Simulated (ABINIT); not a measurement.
**KMgF3 (Pm-3m): G0W0 in ABINIT against the screening cutoff in the self-energy**

Wanted: the cheapest screening cutoff in the self-energy that holds the gap of KMgF3 (Pm-3m).

Main program and level: ABINIT 10.8.3; PBE and many-body steps on it, plane waves.

This is a report of a sequence of runs, with most program output left out.

### Step 1. The starting structure

Symmetry: Pm-3m, No. 221, cubic system. Conventional cell: a = 3.986 Å, b = 3.986 Å, c = 3.986 Å, α = 90.00°, β = 90.00°, γ = 90.00°. Nearest to K lie 12 F at 2.82 Å. Nearest to Mg lie 6 F at 1.99 Å. Nearest to F lie 2 Mg at 1.99 Å and 4 K at 2.82 Å. Farther neighbours and most contacts between anions are not listed.

The cell and positions come from the Crystallography Open Database and are kept as given unless a step says otherwise.

### Step 2. Screening, 2×2×2 mesh, 122 bands, screening to 176.9 eV

This step: ABINIT 10.8.3; RPA screening on PBE, plane waves, norm-conserving pseudopotentials.

The RPA dielectric matrix is built and inverted for each q.

The input, run.abi:

```
acell 3*1.0 Angstrom
rprim 
  3.985900000000 0.000000000000 0.000000000000
  0.000000000000 3.985900000000 0.000000000000
  0.000000000000 0.000000000000 3.985900000000
ntypat 3
znucl 19 12 9
natom 5
typat 1 2 3 3 3
xred 
  0.500000000000 0.500000000000 0.500000000000
  0.000000000000 0.000000000000 0.000000000000
  0.500000000000 0.000000000000 0.000000000000
  0.000000000000 0.500000000000 0.000000000000
  0.000000000000 0.000000000000 0.500000000000
pp_dirpath "pseudos"
pseudos "K.upf, Mg.upf, F.upf"
ecut 38
ngkpt 2 2 2
nshiftk 1
shiftk 0 0 0
kptopt 1
chksymbreak 0
istwfk *1
occopt 1
irdwfk 1
optdriver 3
nband 122
ecuteps 6.5
inclvkb 2
awtr 1
symchi 1
indata_prefix "in"
outdata_prefix "out"
tmpdata_prefix "tmp"
```

Launch:

```sh
> OMP_NUM_THREADS=1 mpirun -n 4 abinit run.abi > log
```

Elapsed: 14 s, on 4 MPI ranks of Arm Neoverse V1, shared host; peak memory 0.78 GiB.

This step gave:

* ε∞ with local fields, on this mesh, along the program's q direction: 2.027
* the same without local fields: 2.181
* plasma frequency: 29.51 eV
* plane waves in the screening matrix: 341

Local fields lower ε∞ by 7 %. On a Γ-centred mesh this coarse the value itself is usually too large, while a short band sum pulls it down.

### Step 3. 0.7 Ha

This step: G0W0 on PBE, plane waves, norm-conserving pseudopotentials.

Changes to run.abi since step 2:

```diff
@@ -26,8 +26,17 @@
 irdwfk 1
-optdriver 3
+optdriver 4
 nband 122
-ecuteps 6.5
-inclvkb 2
-awtr 1
-symchi 1
+gwcalctyp 0
+ecutsigx 38
+symsigma 1
+nkptgw 2
+kptgw 
+  0.5000000000 0.5000000000 0.5000000000
+  0.0000000000 0.0000000000 0.0000000000
+bdgw 
+  18 23
+  18 23
+ecuteps 0.7
+irdscr 1
+ppmodel 1
 indata_prefix "in"
```

Elapsed: 3.9 s, on 4 MPI ranks; peak memory 0.64 GiB.

This step gave:

```
G0W0 gap on the points computed              : 12.89 eV
starting gap on the mesh                     : 7.353 eV
k of the valence top                         : 0.5, 0.5, 0.5
k of the conduction bottom                   : 0, 0, 0
Z at the valence top                         : 0.895
Z at the conduction bottom                   : 0.908
least direct G0W0 gap on the computed points : 13.18 eV
```

### Step 4. 1.3 Ha

Changes to run.abi since step 3:

```diff
@@ -38,3 +38,3 @@
   18 23
-ecuteps 0.7
+ecuteps 1.3
 irdscr 1
```

Wall time 3.9 s (4 MPI ranks); peak memory 0.64 GiB; 15 s of CPU time.

Numbers from this step:

```
G0W0 gap on the points computed              : 12.52 eV
starting gap on the mesh                     : 7.353 eV
k of the valence top                         : 0.5, 0.5, 0.5
k of the conduction bottom                   : 0, 0, 0
Z at the valence top                         : 0.887
Z at the conduction bottom                   : 0.905
least direct G0W0 gap on the computed points : 12.81 eV
```

### Step 5. 2.3 Ha

The self-energy is evaluated for the states that the input lists, and the levels follow from it, in one-shot runs by the linearised quasiparticle equation.

Changes to run.abi since step 4:

```diff
@@ -38,3 +38,3 @@
   18 23
-ecuteps 1.3
+ecuteps 2.3
 irdscr 1
```

It took 4.3 s on 4 MPI ranks; peak memory 0.63 GiB.

Numbers from this step:

```
G0W0 gap on the points computed              : 11.41 eV
starting gap on the mesh                     : 7.353 eV
k of the valence top                         : 0.5, 0.5, 0.5
k of the conduction bottom                   : 0, 0, 0
least direct G0W0 gap on the computed points : 11.74 eV
```

The gap on the mesh goes from 7.35 eV to 11.41 eV, a correction of +4.06 eV.

### Step 6. 3.2 Ha

Changes to run.abi since step 5:

```diff
@@ -38,3 +38,3 @@
   18 23
-ecuteps 2.3
+ecuteps 3.2
 irdscr 1
```

Wall time 5 s (4 MPI ranks); peak memory 0.63 GiB.

This step gave:

- G0W0 gap on the points computed: 11.19 eV
- starting gap on the mesh: 7.353 eV
- k of the valence top: 0.5, 0.5, 0.5
- k of the conduction bottom: 0, 0, 0
- least direct G0W0 gap on the computed points: 11.53 eV

Against the run before, the gap moves by −0.226 eV.

### Step 7. 4.9 Ha

Changes to run.abi since step 6:

```diff
@@ -38,3 +38,3 @@
   18 23
-ecuteps 3.2
+ecuteps 4.9
 irdscr 1
```

Elapsed: 8.3 s, on 4 MPI ranks; peak memory 0.69 GiB; 33 s of CPU time.

Numbers from this step:

- G0W0 gap on the points computed: 10.97 eV
- starting gap on the mesh: 7.353 eV
- k of the valence top: 0.5, 0.5, 0.5
- k of the conduction bottom: 0, 0, 0
- least direct G0W0 gap on the computed points: 11.34 eV

Against the run before, the gap moves by −0.213 eV.

### Step 8. 6.5 Ha

Changes to run.abi since step 7:

```diff
@@ -38,3 +38,3 @@
   18 23
-ecuteps 4.9
+ecuteps 6.5
 irdscr 1
```

Elapsed: 12 s, on 4 MPI ranks; peak memory 0.75 GiB; 47 s of CPU time.

This step gave:

- G0W0 gap on the points computed: 10.94 eV
- starting gap on the mesh: 7.353 eV
- k of the valence top: 0.5, 0.5, 0.5
- k of the conduction bottom: 0, 0, 0
- least direct G0W0 gap on the computed points: 11.31 eV

Against the run before, the gap moves by −0.031 eV.

### Step 9. The runs together

Times are wall times on 4 MPI ranks of Arm Neoverse V1, shared host, good to a factor of about two. A run's time includes the screening step that it read.

| run | mesh | bands | screening cutoff (eV) | DFT gap (eV) | gap on the mesh (eV) | direct (eV) | ε∞ used | time |
| --- | --- | --- | --- | --- | --- | --- | --- | --- |
| 0.7 Ha | 2×2×2 | 122 | 19 | 7.353 | 12.893 | 13.175 | 2.03 | 18 s |
| 1.3 Ha | 2×2×2 | 122 | 35.4 | 7.353 | 12.519 | 12.811 | 2.03 | 18 s |
| 2.3 Ha | 2×2×2 | 122 | 62.6 | 7.353 | 11.412 | 11.736 | 2.03 | 19 s |
| 3.2 Ha | 2×2×2 | 122 | 87.1 | 7.353 | 11.186 | 11.528 | 2.03 | 19 s |
| 4.9 Ha | 2×2×2 | 122 | 133.3 | 7.353 | 10.973 | 11.337 | 2.03 | 23 s |
| 6.5 Ha | 2×2×2 | 122 | 176.9 | 7.353 | 10.942 | 11.310 | 2.03 | 26 s |

### Step 10. What came out

```
0.7 Ha       : 12.893 eV
1.3 Ha       : 12.519 eV
2.3 Ha       : 11.412 eV
3.2 Ha       : 11.186 eV
4.9 Ha       : 10.973 eV
6.5 Ha       : 10.942 eV
known limits : not at the basis limit; coarse k mesh
```

What this shows: The setting moved: screening cutoff in the self-energy. From 0.7 Ha to 6.5 Ha the gap moves by −1.95 eV. The last step still moves it by −0.031 eV. Bands and screening cutoff are coupled, so a series along one setting does not show full convergence. Bands and cutoff are finite, so the gap is not at the basis limit. The miss can reach some tenths of an eV and take either sign; the mesh is an error of its own. In the G0W0 runs levels were corrected at 2 k points alone, so a gap called «on the mesh» is the least over those, and an edge elsewhere would be missed. The 2×2×2 mesh is coarse for this cell, which bears on the long-range parts of exchange and screening. This is the ideal cubic cell; many perovskites, halides above all, are cubic only on average, and local tilts or off-centring can widen the gap.

[Paths, hosts, dates, memory and timing lines, banners, echoed tables and standing remarks are left out of the program output.]

[Logs are printed without paths, hosts, clocks, repeated set-up lines and the standing remarks that a program may print on its own settings, such as how far it seeks lower states.]

[Runs of the session that timed out or met a known fault of the program may be left out.]

[Hosts, paths, dates, database ids (printed as entryN), source tags and the programs' standing remarks are cut or masked in the printed files.]

[G0W0 gaps are taken among the corrected bands and points alone; a level outside them can change the order at an edge.]

[Where Ansatz stands beside ABINIT at settings called matched, ABINIT's density can come from a denser mesh and the files from another edition; pairs whose starting gaps differed by over 0.03 eV were left out, so agreement reads better than it is.]
